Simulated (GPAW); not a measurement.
```
LiNbO3 (R3c): one start, several treatments of the self-energy
1.0
     2.57580    1.48714    4.62300
    -2.57580    1.48714    4.62300
     0.00000   -2.97428    4.62300
Li Nb O
2 2 6
Direct
  0.28150 0.28150 0.28150
  0.78150 0.78150 0.78150
  0.00006 0.00006 0.00005
  0.50006 0.50006 0.50005
  0.11231 0.35836 0.71959
  0.71959 0.11231 0.35836
  0.35836 0.71959 0.11231
  0.21959 0.85836 0.61231
  0.85836 0.61231 0.21959
  0.61231 0.21959 0.85836
# method: DFT, PBE, plane waves, PAW (and 1 further level or step)
# program: GPAW 26.7.0
# settings of one run: cutoff 600 eV, GPAW PAW setups 1.2.1 data release, 4×4×4 k-mesh, nbands 95
# cost: 4 runs, 8.1 min in all on 4 MPI ranks of Arm Neoverse V1, shared host (the runs of this entry)
# notes: The cell and positions come from the Crystallography Open Database and are kept as given unless a step says otherwise. Limits: no spin-orbit coupling. Bands and cutoff are finite, so the gap is not at the basis limit. The miss can reach some tenths of an eV and take either sign; the mesh is an error of its own.
# G0W0, Godby-Needs plasmon pole: 5.641 eV
# G0W0, full frequency, Hilbert transform: 5.566 eV
# G0W0, multipole: 5.571 eV
# known limits: not at the basis limit; no spin-orbit coupling
```

[Paths, hosts, dates, memory and timing lines, banners, echoed tables and standing remarks are left out of the program output.]

[Logs are printed without paths, hosts, clocks, repeated set-up lines and the standing remarks that a program may print on its own settings, such as how far it seeks lower states.]

[Runs of the session that timed out or met a known fault of the program may be left out.]

[Hosts, paths, dates, database ids (printed as entryN), source tags and the programs' standing remarks are cut or masked in the printed files.]
